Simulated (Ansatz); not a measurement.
**The perfect Ir wire along [110], 4 atoms a period**

Aim: is the Ir wire along [110], 4 atoms a period a metal or a semiconductor?

Method: DFT PBE, plane waves, PAW; relaxation of a wire's period; PAW set soft_1, in the first sound run; inputs show where later runs differ, in Ansatz 0.2.0.

### Step 1. Starting point

The cell holds 4 atoms: 4 Ir. Cell: a = 10.670 Å, b = 9.537 Å, c = 2.737 Å, α = 90.0°, β = 90.0°, γ = 90.0°. Vacuum lies along a and b. The structure's axis is c.

As a file:

```cif
data_structure
_symmetry_space_group_name_H-M 'P 1'
_symmetry_Int_Tables_number 1
_cell_length_a 10.6700
_cell_length_b 9.5370
_cell_length_c 2.7365
_cell_angle_alpha 90.000
_cell_angle_beta 90.000
_cell_angle_gamma 90.000
_cell_volume 278.47
loop_
_atom_site_label
_atom_site_type_symbol
_atom_site_fract_x
_atom_site_fract_y
_atom_site_fract_z
_atom_site_occupancy
Ir1 Ir 0.31865 0.49997 0.00000 1
Ir2 Ir 0.68135 0.49997 0.00000 1
Ir3 Ir 0.50000 0.35651 0.50000 1
Ir4 Ir 0.50000 0.64344 0.50000 1
```

### Step 2. Relaxation of atoms and period

Band widths follow the bond lengths, so the wire is relaxed first. The atoms and the third cell vector are free; the box across stays fixed as vacuum. A Fermi-Dirac smearing is set since the result may be a metal. The pressure printed is a third of the stress's trace over the whole box, vacuum included; only the stress along the axis is relaxed.

input.yaml reads:

```yaml
crystal:
  lattice:
    - [10.67, 0.0, 0.0]
    - [0.0, 9.537, 0.0]
    - [0.0, 0.0, 2.7365032432]
  atoms:
    - { symbol: Ir, position: [0.318650422, 0.499973956, 0.0] }
    - { symbol: Ir, position: [0.681349578, 0.499973956, 0.0] }
    - { symbol: Ir, position: [0.5, 0.356506239, 0.5] }
    - { symbol: Ir, position: [0.5, 0.643441674, 0.5] }
kpoints:
  mp_grid: { grid: [1, 1, 30] }
scf:
  occupations: { method: fermi_dirac, width: 0.05 }
hamiltonian:
  xc: pbe
  pseudopotentials: { kind: paw, azcp: { folder: soft_1 } }
relax:
  cell: { fix: [a, b, alpha, beta, gamma] }
  max_steps: 45
  f_tol: 0.03
```

On the command line:

```sh
> ansatz run input.yaml --threads 4 --pin off --max-ram 16384MiB --backend cpu --events-out ev --progress --plain --runs-dir out
```

Numbers of over 12 decimals in the logs are rounded to 6 here.

The log of the run:

```text
Engine: ansatz 0.2.0, aarch64-unknown-linux-gnu
Pseudopotentials: kind: paw
Pseudopotential: Ir, paw, valence charge 17, recommended cutoff 420 eV (normal), soft_1/Ir.paw.azcp
Functional definition: PBE
  parameter kappa = 0.804
  parameter beta = 0.066725
  exchange = pbe_x(kappa = kappa, mu = beta*pi^2/3)
  correlation = pbe_c(beta = beta)
Crystal: 4 atoms, lattice volume = 278.466 Å³
Basis set: ecut = 420 eV, 5469 PW (Γ), exchange–correlation on 144×128×40 points (8 copies of the dense FFT grid, shifted against one another)
Bands: 41, of which v1, the nominal top of the filled ones, is band 34 counted from 1 (33 counted from 0)
Symmetry: 8 space group operations
Space group: Pmmm (ITA 47), of the structure as read, at distance tolerance 6.5e-5 Å
k-points: 16 of 30
Non-local potential: Ir, projectors of the file, l = 0: 3, l = 1: 2, l = 2: 2, l = 3: 1
PAW form: soft (Blöchl's): semilocal exchange-correlation on the pseudo side does not see the compensation charge
PAW one-centre angular grid: Ir, 590 points (default); XC on 64 Gauss nodes
Initial density: superposition of atomic densities (neutral atoms: chi_scale 0, normalization atom)
Initial wavefunctions: pseudopotential atomic-orbital guess
Functional: x = pbe(κ = 0.804, μ = 0.219515), c = pbe(β = 0.066725)
SCF iter   1: F=—  HF=-47739.622512 eV  |F-HF|=—  |Δ(HF+E_count)|=         —  Δρ=2.72e-2  dr2=5.19e0  ethr=3.10e-3  ⟨swp⟩=8.5  Hψ=2957  notcnv=0
preconditioner: auto → LDOS  [metal: Δε(μ)=0.014 eV  Ē_g=4.474 eV  σ=0.050 eV  W_gap=0.07  n_scr=36 (ndim 8)  ℏωp=13.4 eV  f_vac=0.612  D(μ)=14.74/eV (n_scr^D=152)  β→1.0]
SCF iter   2: F=—  HF=-47740.054494 eV  |F-HF|=—  |Δ(HF+E_count)|=   4.32e-1  Δρ=2.77e-2  dr2=7.51e0  ethr=3.10e-3  ⟨swp⟩=3.4  Hψ=1769  notcnv=0  defer=3
SCF iter   3: F=—  HF=-47738.626339 eV  |F-HF|=—  |Δ(HF+E_count)|=    1.43e0  Δρ=6.29e-3  dr2=2.09e-1  ethr=3.10e-3  ⟨swp⟩=3.4  Hψ=1379  notcnv=0  defer=3
SCF iter   4: F=—  HF=-47738.602679 eV  |F-HF|=—  |Δ(HF+E_count)|=   2.37e-2  Δρ=1.91e-3  dr2=1.20e-2  ethr=3.07e-4  ⟨swp⟩=2.2  Hψ=1142  notcnv=0  defer=3
SCF iter   5: F=—  HF=-47738.602078 eV  |F-HF|=—  |Δ(HF+E_count)|=   6.01e-4  Δρ=9.57e-4  dr2=2.67e-3  ethr=1.77e-5  ⟨swp⟩=2.0  Hψ=1030  notcnv=0  defer=3
SCF iter   6: F=—  HF=-47738.602009 eV  |F-HF|=—  |Δ(HF+E_count)|=   6.93e-5  Δρ=3.53e-4  dr2=4.94e-4  ethr=3.92e-6  ⟨swp⟩=2.2  Hψ=950  notcnv=0  defer=3
SCF iter   7: F=—  HF=-47738.601963 eV  |F-HF|=—  |Δ(HF+E_count)|=   4.62e-5  Δρ=9.05e-5  dr2=4.54e-5  ethr=7.27e-7  ⟨swp⟩=2.4  Hψ=979  notcnv=0  defer=3
SCF iter   8: F=—  HF=-47738.602048 eV  |F-HF|=—  |Δ(HF+E_count)|=   8.51e-5  Δρ=3.63e-5  dr2=3.62e-6  ethr=6.68e-8  ⟨swp⟩=2.1  Hψ=927  notcnv=0  defer=3
SCF iter   9: F=—  HF=-47738.602051 eV  |F-HF|=—  |Δ(HF+E_count)|=   2.70e-6  Δρ=1.04e-5  dr2=3.20e-7  ethr=5.32e-9  ⟨swp⟩=2.1  Hψ=968  notcnv=0  defer=3
SCF iter  10: F=-47738.602051 eV  HF=-47738.602051 eV  |F-HF|=6.26e-9  |Δ(HF+E_count)|=   2.71e-7  Δρ=2.51e-6  dr2=1.29e-8  ethr=1.47e-10  ⟨swp⟩=5.0  Hψ=2426  notcnv=0
SCF 1 converged in 10 iterations: F = -47738.602051 eV  dr2 = 1.29e-8
  greatest PAW one-centre occupation: 1.000 electrons in one spin orbital (limit 2), on the Ir atom at site 3 (counted from 0), in its partial waves of l = 0
relax step   1: F+E_penalty+E_count = -47738.60205079 eV  Δ(F+E_penalty+E_count) = +0.000e0 eV  max|allowed force component| = 2.965e0 eV/Å  Δτ_max = 0.0000 Å  P = -6.506 GPa  Ω = 278.466 Å³  fix = [a, b, alpha, beta, gamma]  reactions: a -5.383, b -4.552 GPa  (10 SCF iters, dr2 threshold 1.00e-7 eV, accepted)
Crystal: 4 atoms, lattice volume = 268.001 Å³
Basis set: ecut = 420 eV, 5285 PW (Γ), exchange–correlation on 144×128×40 points (8 copies of the dense FFT grid, shifted against one another)
Initial density: handed on by an earlier stage of this run
Initial wavefunctions: those handed on with the density
iter 1 solved again at ethr=6.58e-4 eV; its pass at ethr=3.10e-3 eV (dr2=4.47e-1 eV) is discarded
SCF iter   1: F=—  HF=-47739.149663 eV  |F-HF|=—  |Δ(HF+E_count)|=         —  Δρ=1.76e-2  dr2=4.61e-1  ethr=6.58e-4  ⟨swp⟩=1.5  Hψ=3481  notcnv=0
preconditioner: auto → LDOS  [metal: Δε(μ)=0.006 eV  Ē_g=5.580 eV  σ=0.050 eV  W_gap=0.03  n_scr=36 (ndim 8)  ℏωp=13.6 eV  f_vac=0.654  D(μ)=4.04/eV (n_scr^D=20)  β→1.0]
SCF iter   2: F=—  HF=-47739.291034 eV  |F-HF|=—  |Δ(HF+E_count)|=   1.41e-1  Δρ=1.02e-2  dr2=1.00e0  ethr=6.58e-4  ⟨swp⟩=3.4  Hψ=1614  notcnv=0
SCF iter   3: F=—  HF=-47739.061829 eV  |F-HF|=—  |Δ(HF+E_count)|=   2.29e-1  Δρ=2.38e-3  dr2=1.24e-2  ethr=6.58e-4  ⟨swp⟩=3.2  Hψ=1665  notcnv=0  defer=3
SCF iter   4: F=—  HF=-47739.062139 eV  |F-HF|=—  |Δ(HF+E_count)|=   3.10e-4  Δρ=6.45e-4  dr2=2.34e-3  ethr=1.82e-5  ⟨swp⟩=2.1  Hψ=1152  notcnv=0  defer=3
SCF iter   5: F=—  HF=-47739.061922 eV  |F-HF|=—  |Δ(HF+E_count)|=   2.17e-4  Δρ=1.82e-4  dr2=2.81e-4  ethr=3.44e-6  ⟨swp⟩=2.0  Hψ=939  notcnv=0  defer=3
SCF iter   6: F=—  HF=-47739.062011 eV  |F-HF|=—  |Δ(HF+E_count)|=   8.89e-5  Δρ=7.33e-5  dr2=2.41e-5  ethr=4.13e-7  ⟨swp⟩=2.0  Hψ=924  notcnv=0  defer=3
SCF iter   7: F=—  HF=-47739.062011 eV  |F-HF|=—  |Δ(HF+E_count)|=   7.30e-7  Δρ=2.52e-5  dr2=2.83e-6  ethr=3.54e-8  ⟨swp⟩=2.2  Hψ=1032  notcnv=0  defer=3
SCF iter   8: F=-47739.062012 eV  HF=-47739.062012 eV  |F-HF|=2.28e-8  |Δ(HF+E_count)|=   2.05e-7  Δρ=7.47e-6  dr2=1.72e-7  ethr=5.88e-10  ⟨swp⟩=6.0  Hψ=2860  notcnv=0
SCF 2 converged in 8 iterations: F = -47739.062012 eV  dr2 = 1.72e-7
relax step   2: F+E_penalty+E_count = -47739.06201167 eV  Δ(F+E_penalty+E_count) = -4.600e-1 eV  max|allowed force component| = 4.434e0 eV/Å  Δτ_max = 0.1951 Å  P = +4.959 GPa  Ω = 268.001 Å³  energy of the carried Pulay correction = +1.012e-3 eV  fix = [a, b, alpha, beta, gamma]  reactions: a +6.588, b +6.332 GPa  (8 SCF iters, dr2 threshold 4.00e-7 eV, accepted)
Crystal: 4 atoms, lattice volume = 261.575 Å³
Basis set: ecut = 420 eV, 5137 PW (Γ), exchange–correlation on 144×128×40 points (8 copies of the dense FFT grid, shifted against one another)
iter 1 solved again at ethr=3.54e-4 eV; its pass at ethr=3.10e-3 eV (dr2=2.41e-1 eV) is discarded
SCF iter   1: F=—  HF=-47739.646388 eV  |F-HF|=—  |Δ(HF+E_count)|=         —  Δρ=1.36e-2  dr2=2.42e-1  ethr=3.54e-4  ⟨swp⟩=1.4  Hψ=3525  notcnv=0
preconditioner: auto → LDOS  [metal: Δε(μ)=0.009 eV  Ē_g=4.882 eV  σ=0.050 eV  W_gap=0.05  n_scr=36 (ndim 8)  ℏωp=13.8 eV  f_vac=0.626  D(μ)=9.07/eV (n_scr^D=52)  β→1.0]
SCF iter   2: F=—  HF=-47739.686455 eV  |F-HF|=—  |Δ(HF+E_count)|=   4.01e-2  Δρ=6.96e-3  dr2=3.79e-1  ethr=3.54e-4  ⟨swp⟩=3.4  Hψ=1597  notcnv=0
SCF iter   3: F=—  HF=-47739.607886 eV  |F-HF|=—  |Δ(HF+E_count)|=   7.86e-2  Δρ=2.24e-3  dr2=1.95e-2  ethr=3.54e-4  ⟨swp⟩=3.0  Hψ=1258  notcnv=0  defer=4
SCF iter   4: F=—  HF=-47739.604467 eV  |F-HF|=—  |Δ(HF+E_count)|=   3.42e-3  Δρ=7.85e-4  dr2=3.39e-3  ethr=2.87e-5  ⟨swp⟩=3.1  Hψ=1286  notcnv=0  defer=4
SCF iter   5: F=—  HF=-47739.604275 eV  |F-HF|=—  |Δ(HF+E_count)|=   1.92e-4  Δρ=2.95e-4  dr2=6.81e-4  ethr=4.99e-6  ⟨swp⟩=2.0  Hψ=848  notcnv=0  defer=4
SCF iter   6: F=—  HF=-47739.604295 eV  |F-HF|=—  |Δ(HF+E_count)|=   2.02e-5  Δρ=7.31e-5  dr2=2.07e-5  ethr=1.00e-6  ⟨swp⟩=2.2  Hψ=859  notcnv=0  defer=4
SCF iter   7: F=—  HF=-47739.604376 eV  |F-HF|=—  |Δ(HF+E_count)|=   8.03e-5  Δρ=1.83e-5  dr2=1.24e-6  ethr=3.04e-8  ⟨swp⟩=2.1  Hψ=934  notcnv=0  defer=4
SCF iter   8: F=-47739.604376 eV  HF=-47739.604376 eV  |F-HF|=2.40e-8  |Δ(HF+E_count)|=   2.95e-7  Δρ=4.67e-6  dr2=4.00e-8  ethr=5.88e-10  ⟨swp⟩=5.6  Hψ=2617  notcnv=0
SCF 3 converged in 8 iterations: F = -47739.604376 eV  dr2 = 4.00e-8
relax step   3: F+E_penalty+E_count = -47739.60437606 eV  Δ(F+E_penalty+E_count) = -5.424e-1 eV  max|allowed force component| = 1.269e0 eV/Å  Δτ_max = 0.1393 Å  P = -1.211 GPa  Ω = 261.575 Å³  energy of the carried Pulay correction = +1.667e-3 eV  fix = [a, b, alpha, beta, gamma]  reactions: a -1.331, b -1.903 GPa  (8 SCF iters, dr2 threshold 4.00e-7 eV, accepted)
Crystal: 4 atoms, lattice volume = 261.810 Å³
iter 1 solved again at ethr=8.51e-5 eV; its pass at ethr=3.10e-3 eV (dr2=5.79e-2 eV) is discarded
SCF iter   1: F=—  HF=-47739.684222 eV  |F-HF|=—  |Δ(HF+E_count)|=         —  Δρ=4.13e-3  dr2=5.61e-2  ethr=8.51e-5  ⟨swp⟩=2.0  Hψ=2917  notcnv=0
preconditioner: auto → LDOS  [metal: Δε(μ)=0.041 eV  Ē_g=5.044 eV  σ=0.050 eV  W_gap=0.19  n_scr=36 (ndim 8)  ℏωp=13.8 eV  f_vac=0.632  D(μ)=4.74/eV (n_scr^D=26)  β→1.0]
SCF iter   2: F=—  HF=-47739.683354 eV  |F-HF|=—  |Δ(HF+E_count)|=   8.68e-4  Δρ=1.93e-3  dr2=2.51e-2  ethr=8.25e-5  ⟨swp⟩=2.2  Hψ=1059  notcnv=0
SCF iter   3: F=—  HF=-47739.678840 eV  |F-HF|=—  |Δ(HF+E_count)|=   4.51e-3  Δρ=9.03e-4  dr2=5.16e-3  ethr=3.70e-5  ⟨swp⟩=2.2  Hψ=1159  notcnv=0
SCF iter   4: F=—  HF=-47739.677759 eV  |F-HF|=—  |Δ(HF+E_count)|=   1.08e-3  Δρ=2.51e-4  dr2=2.67e-4  ethr=7.59e-6  ⟨swp⟩=2.1  Hψ=1095  notcnv=0
SCF iter   5: F=—  HF=-47739.677810 eV  |F-HF|=—  |Δ(HF+E_count)|=   5.07e-5  Δρ=5.10e-5  dr2=1.19e-5  ethr=3.93e-7  ⟨swp⟩=2.0  Hψ=970  notcnv=0
SCF iter   6: F=-47739.677810 eV  HF=-47739.677810 eV  |F-HF|=1.44e-7  |Δ(HF+E_count)|=   4.26e-7  Δρ=8.50e-6  dr2=3.77e-7  ethr=5.88e-10  ⟨swp⟩=4.9  Hψ=3482  notcnv=0
SCF 4 converged in 6 iterations: F = -47739.677810 eV  dr2 = 3.77e-7
relax step   4: F+E_penalty+E_count = -47739.67780983 eV  Δ(F+E_penalty+E_count) = -7.343e-2 eV  max|allowed force component| = 4.071e-1 eV/Å  Δτ_max = 0.0400 Å  P = -0.193 GPa  Ω = 261.810 Å³  energy of the carried Pulay correction = +1.642e-3 eV  fix = [a, b, alpha, beta, gamma]  reactions: a -0.288, b -0.513 GPa  (6 SCF iters, dr2 threshold 4.00e-7 eV, accepted)
Crystal: 4 atoms, lattice volume = 262.993 Å³
Basis set: ecut = 420 eV, 5173 PW (Γ), exchange–correlation on 144×128×40 points (8 copies of the dense FFT grid, shifted against one another)
iter 1 solved again at ethr=5.72e-6 eV; its pass at ethr=3.10e-3 eV (dr2=3.89e-3 eV) is discarded
SCF iter   1: F=—  HF=-47739.685221 eV  |F-HF|=—  |Δ(HF+E_count)|=         —  Δρ=1.33e-3  dr2=3.79e-3  ethr=5.72e-6  ⟨swp⟩=3.0  Hψ=3180  notcnv=0
preconditioner: auto → LDOS  [metal: Δε(μ)=0.044 eV  Ē_g=5.057 eV  σ=0.050 eV  W_gap=0.22  n_scr=36 (ndim 8)  ℏωp=13.7 eV  f_vac=0.633  D(μ)=5.06/eV (n_scr^D=26)  β→1.0]
SCF iter   2: F=—  HF=-47739.685362 eV  |F-HF|=—  |Δ(HF+E_count)|=   1.41e-4  Δρ=5.67e-4  dr2=3.18e-3  ethr=5.57e-6  ⟨swp⟩=2.0  Hψ=1113  notcnv=0
SCF iter   3: F=—  HF=-47739.684799 eV  |F-HF|=—  |Δ(HF+E_count)|=   5.64e-4  Δρ=2.83e-4  dr2=4.90e-4  ethr=4.68e-6  ⟨swp⟩=2.0  Hψ=1074  notcnv=0
SCF iter   4: F=—  HF=-47739.684689 eV  |F-HF|=—  |Δ(HF+E_count)|=   1.10e-4  Δρ=6.44e-5  dr2=1.95e-5  ethr=7.20e-7  ⟨swp⟩=3.1  Hψ=1028  notcnv=0
SCF iter   5: F=—  HF=-47739.684784 eV  |F-HF|=—  |Δ(HF+E_count)|=   9.48e-5  Δρ=1.47e-5  dr2=1.06e-6  ethr=2.87e-8  ⟨swp⟩=2.2  Hψ=1076  notcnv=0
SCF iter   6: F=-47739.684783 eV  HF=-47739.684784 eV  |F-HF|=2.96e-8  |Δ(HF+E_count)|=   1.53e-7  Δρ=3.75e-6  dr2=6.89e-8  ethr=5.88e-10  ⟨swp⟩=5.8  Hψ=2663  notcnv=0
SCF 5 converged in 6 iterations: F = -47739.684783 eV  dr2 = 6.89e-8
relax step   5: F+E_penalty+E_count = -47739.68478350 eV  Δ(F+E_penalty+E_count) = -6.974e-3 eV  max|allowed force component| = 2.151e-2 eV/Å  Δτ_max = 0.0142 Å  P = -0.045 GPa  Ω = 262.993 Å³  energy of the carried Pulay correction = +1.520e-3 eV  fix = [a, b, alpha, beta, gamma]  reactions: a -0.022, b +0.081 GPa  (6 SCF iters, dr2 threshold 4.00e-7 eV, accepted)
Crystal: 4 atoms, lattice volume = 262.664 Å³
Basis set: ecut = 420 eV, 5161 PW (Γ), exchange–correlation on 144×128×40 points (8 copies of the dense FFT grid, shifted against one another)
iter 1 solved again at ethr=2.94e-8 eV; its pass at ethr=3.10e-3 eV (dr2=2.00e-5 eV) is discarded
SCF iter   1: F=—  HF=-47739.685003 eV  |F-HF|=—  |Δ(HF+E_count)|=         —  Δρ=1.18e-4  dr2=2.47e-5  ethr=2.94e-8  ⟨swp⟩=4.1  Hψ=3573  notcnv=0
preconditioner: auto → LDOS  [metal: Δε(μ)=0.038 eV  Ē_g=5.067 eV  σ=0.050 eV  W_gap=0.19  n_scr=36 (ndim 8)  ℏωp=13.7 eV  f_vac=0.633  D(μ)=5.12/eV (n_scr^D=26)  β→1.0]
SCF iter   2: F=—  HF=-47739.684980 eV  |F-HF|=—  |Δ(HF+E_count)|=   2.35e-5  Δρ=4.87e-5  dr2=7.33e-6  ethr=2.94e-8  ⟨swp⟩=3.0  Hψ=1398  notcnv=0
SCF iter   3: F=—  HF=-47739.684979 eV  |F-HF|=—  |Δ(HF+E_count)|=   1.26e-6  Δρ=1.92e-5  dr2=2.93e-6  ethr=1.08e-8  ⟨swp⟩=2.6  Hψ=1324  notcnv=0
SCF iter   4: F=—  HF=-47739.684978 eV  |F-HF|=—  |Δ(HF+E_count)|=   6.43e-7  Δρ=6.72e-6  dr2=1.05e-7  ethr=4.31e-9  ⟨swp⟩=2.0  Hψ=944  notcnv=0
SCF iter   5: F=-47739.684978 eV  HF=-47739.684978 eV  |F-HF|=4.60e-9  |Δ(HF+E_count)|=   3.41e-8  Δρ=1.67e-6  dr2=9.55e-9  ethr=1.39e-10  ⟨swp⟩=5.0  Hψ=2549  notcnv=0
SCF 6 converged in 5 iterations: F = -47739.684978 eV  dr2 = 9.55e-9
relax step   6: F+E_penalty+E_count = -47739.68497793 eV  Δ(F+E_penalty+E_count) = -1.944e-4 eV  max|allowed force component| = 1.780e-2 eV/Å  Δτ_max = 0.0008 Å  P = +0.069 GPa  Ω = 262.664 Å³  energy of the carried Pulay correction = +1.554e-3 eV  fix = [a, b, alpha, beta, gamma]  reactions: a +0.065, b +0.107 GPa  (5 SCF iters, dr2 threshold 9.43e-8 eV, accepted)
Basis set: ecut = 420 eV, 5161 PW (Γ), exchange–correlation on 144×128×36 points (8 copies of the dense FFT grid, shifted against one another)
Initial wavefunctions: pseudopotential atomic-orbital guess (no wavefunctions were taken with the density)
iter 1 solved again at ethr=9.69e-7 eV; its pass at ethr=3.10e-3 eV (dr2=6.59e-4 eV) is discarded
SCF iter   1: F=—  HF=-47739.682608 eV  |F-HF|=—  |Δ(HF+E_count)|=         —  Δρ=1.03e-4  dr2=4.59e-6  ethr=9.69e-7  ⟨swp⟩=4.1  Hψ=5024  notcnv=0
preconditioner: auto → LDOS  [metal: Δε(μ)=0.039 eV  Ē_g=5.067 eV  σ=0.050 eV  W_gap=0.19  n_scr=36 (ndim 8)  ℏωp=13.7 eV  f_vac=0.633  D(μ)=5.12/eV (n_scr^D=26)  β→1.0]
SCF iter   2: F=—  HF=-47739.682874 eV  |F-HF|=—  |Δ(HF+E_count)|=   2.66e-4  Δρ=2.30e-5  dr2=7.52e-7  ethr=6.76e-9  ⟨swp⟩=3.0  Hψ=1324  notcnv=0
SCF iter   3: F=—  HF=-47739.682873 eV  |F-HF|=—  |Δ(HF+E_count)|=   2.44e-7  Δρ=7.67e-6  dr2=1.29e-7  ethr=1.11e-9  ⟨swp⟩=2.9  Hψ=1413  notcnv=0
SCF iter   4: F=—  HF=-47739.682873 eV  |F-HF|=—  |Δ(HF+E_count)|=   3.76e-8  Δρ=1.38e-6  dr2=5.13e-9  ethr=1.90e-10  ⟨swp⟩=3.0  Hψ=1288  notcnv=0
SCF iter   5: F=—  HF=-47739.682873 eV  |F-HF|=—  |Δ(HF+E_count)|=  4.15e-10  Δρ=5.28e-7  dr2=2.08e-9  ethr=7.54e-12  ⟨swp⟩=2.6  Hψ=1351  notcnv=0
SCF iter   6: F=—  HF=-47739.682873 eV  |F-HF|=—  |Δ(HF+E_count)|=  4.51e-10  Δρ=1.32e-7  dr2=4.26e-11  ethr=3.06e-12  ⟨swp⟩=2.1  Hψ=948  notcnv=0
SCF iter   7: F=-47739.682873 eV  HF=-47739.682873 eV  |F-HF|=2.18e-11  |Δ(HF+E_count)|=  4.37e-11  Δρ=3.44e-8  dr2=4.38e-12  ethr=1.00e-12  ⟨swp⟩=5.1  Hψ=2516  notcnv=0
SCF 7 converged in 7 iterations: F = -47739.682873 eV  dr2 = 4.38e-12
relax step   7: F+E_penalty+E_count = -47739.68287331 eV  Δ(F+E_penalty+E_count) = +2.105e-3 eV  max|allowed force component| = 1.838e-2 eV/Å  Δτ_max = 0.0000 Å  P = +0.074 GPa  Ω = 262.664 Å³  fix = [a, b, alpha, beta, gamma]  reactions: a +0.071, b +0.109 GPa  stress off target by 4.11e-2 GPa on what of the cell is left free  SCF on the basis re-selected at this cell (its energy is not comparable with the rows above)  (7 SCF iters)
basis re-selected at this cell: Δ(F+E_penalty+E_count) = +2.105e-3 eV, ΔP = +0.005 GPa vs the last step (what re-selecting the basis moved, of the pressure what is left beyond the Pulay correction that the steps carried, after the strain that the cell walked since its last selection, with what the two solves' SCF thresholds leave and, on support functions, any second-order correction that the steps lacked; it is no measure of the basis error at this ecutwfc). The dense FFT grid was sized anew with the basis: this SCF ran on 72×64×18 points, the steps before it on 72×64×20, so part of this shift can come from that change (see relax.cell in the input reference). [rest of the remark cut]
SCF converged after 7 iterations
Free energy (F): -47739.682873 eV
Harris-Foulkes:  -47739.682873 eV  (|F-HF|=2.18e-11)
Internal energy: -47739.637952 eV  (E = F + TS)
E sigma→0 (E₀):  -47739.660413 eV
Entropy (-TS):   -0.044921 eV (-11.230 meV/atom)
Fermi energy:    1.586024 eV
--- Per-component energies (eV) ---
  E_band       = -1934.948100
  E_kinetic    = 2154.956302
  E_local      = -29081.507095  (includes V_loc(G=0)·N_el)
  E_nonlocal   = 764.728304
  E_hartree    = 13183.536316
  E_xc         = -912.638613
  E_vxc        = -1014.961522  (∫ρ·V_xc dr)
  E_paw        = -37062.514783  (= ΣΔE_a)
  E_vpaw       = -1125.238276  (= ΣTr[D̂ρ^β])
  E_aug_tail   = 0.001445  (compensation charges beyond the density's cutoff)
  E_ewald      = 3213.800172
  E_smearing   = -0.044921  (= −TS)
  E_closure    = -0.000000  (closes the sum)
  Σ components = -47739.682873   (vs F -47739.682873, Δ=0.00e0)
--- Forces (eV/Å), atoms counted from 1 ---
  atom   1  Ir    -0.01837829     0.00000000     0.00000000
  atom   2  Ir     0.01837829     0.00000000     0.00000000
  atom   3  Ir     0.00000000     0.00403890     0.00000000
  atom   4  Ir     0.00000000    -0.00403890     0.00000000
  max |Σ_I F_I| component: 0.00e0 eV/Å
--- Stress (GPa, compression-positive) ---
        0.070520       0.000000       0.000000
        0.000000       0.109091       0.000000
        0.000000       0.000000       0.041071
  P = ⅓ Tr σ = 0.0736 GPa (0.736 kbar)
--- Relaxed structure (6 steps of the walk, 6 accepted, 1 SCFs on fresh bases) ---
  F+E_penalty+E_count = -47739.68287331 eV   max|allowed force component| = 1.838e-2 eV/Å   (the final SCF, on the basis selected at the relaxed cell)
  cell:  # Å, volume = 262.6637 Å³
    - [10.67, 0.0, 0.0]
    - [0.0, 9.537, 0.0]
    - [0.0, 0.0, 2.581213]
  atoms:
    - { symbol: Ir, position: [0.322860, 0.49997395625, 0.0] }
    - { symbol: Ir, position: [0.677140, 0.49997395625, 0.0] }
    - { symbol: Ir, position: [0.5, 0.369480, 0.5] }
    - { symbol: Ir, position: [0.5, 0.630468, 0.5] }
```

Run time: 18 s. Hardware: 4 threads of Arm Neoverse V1, shared host; peak memory 0.64 GiB; 66 s of CPU time.

[end of part 1 of 2]

[Logs are printed without paths, hosts, clocks, repeated set-up lines and the standing remarks that a program may print on its own settings, such as how far it seeks lower states.]

[Hosts, paths, dates, database ids (printed as entryN), source tags and the programs' standing remarks are cut or masked in the printed files.]
